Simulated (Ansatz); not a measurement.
In doubt: masses and optical values from hybrid runs of this build are listed as unsure (in some of the runs), which bears on the screening that GW takes from such a start.

Consider Zn3SbN3 (Cm).

Symmetry: Cm, No. 8, monoclinic system. Conventional cell: a = 6.788 Å, b = 6.566 Å, c = 5.577 Å, α = 90.00°, β = 125.21°, γ = 90.00°. Nearest to Zn lie 3 N at 1.95 to 1.96 Å. Nearest to Zn lie 3 N at 1.97 to 2.00 Å. Nearest to Sb lie 3 N at 2.04 to 2.06 Å. N has 3 Zn at 1.96 to 2.00 Å and 1 Sb at 2.06 Å nearest. Nearest to N lie 3 Zn at 1.95 to 1.97 Å and 1 Sb at 2.04 Å. Farther neighbours and most contacts between anions are not listed.

```xyz
7
Lattice="3.3939 -3.2832 0.0000 3.3939 3.2832 0.0000 -3.2156 0.0000 4.5561" Properties=species:S:1:pos:R:3 pbc="T T T"
Zn    3.9825    0.0000    0.5380
Zn    1.9629   -1.4484    2.3684
Zn    1.9629    1.4484    2.3684
Sb    0.4030    0.0000    0.0110
N     3.6280    1.7435    1.3663
N     3.6280   -1.7435    1.3663
N     2.1311    0.0000    3.7004
```

The cell and positions are those that the Materials Project relaxed with its own functionals (PBE, PBE+U or r2SCAN), kept fixed. Spin-orbit coupling is left out unless a run names it.

Gaps computed with Ansatz 0.2.0 without a self-energy: HSE06 2.35 eV, r2SCAN 1.67 eV and PBE0 3.03 eV.

**Question.** What gap should G0W0 on HSE06 give (4×4×4 mesh, 804 empty bands, screening to 230 eV, PAW set soft_1 files)?

About 2.63 eV: on its mesh the run moves the gap from 2.40 eV by +0.27 eV, and the mesh misses the edges by 0.05 eV. Among the scalar-relativistic levels given, HSE06 is nearest (−0.28 eV). Bands and cutoff are finite, so the gap is not at the basis limit. The miss can reach some tenths of an eV and take either sign; the mesh is an error of its own. A d shell, filled or nearly so, lies near the gap. One-shot GW converges very slowly in bands there, not always from below, and on a semilocal start the gap tends to come out low; starts rich in exact exchange can overshoot instead. The many-body steps are scalar-relativistic: spin-orbit coupling is not in them.

[Paths, hosts, dates, memory and timing lines, banners, echoed tables and standing remarks are left out of the program output.]

[Logs are printed without paths, hosts, clocks, repeated set-up lines and the standing remarks that a program may print on its own settings, such as how far it seeks lower states.]

[Runs of the session that timed out or met a known fault of the program may be left out.]

[Cells called generated may have been cut or substituted from an entry of the Crystallography Open Database or the Materials Project.]

[Hosts, paths, dates, database ids (printed as entryN), source tags and the programs' standing remarks are cut or masked in the printed files.]
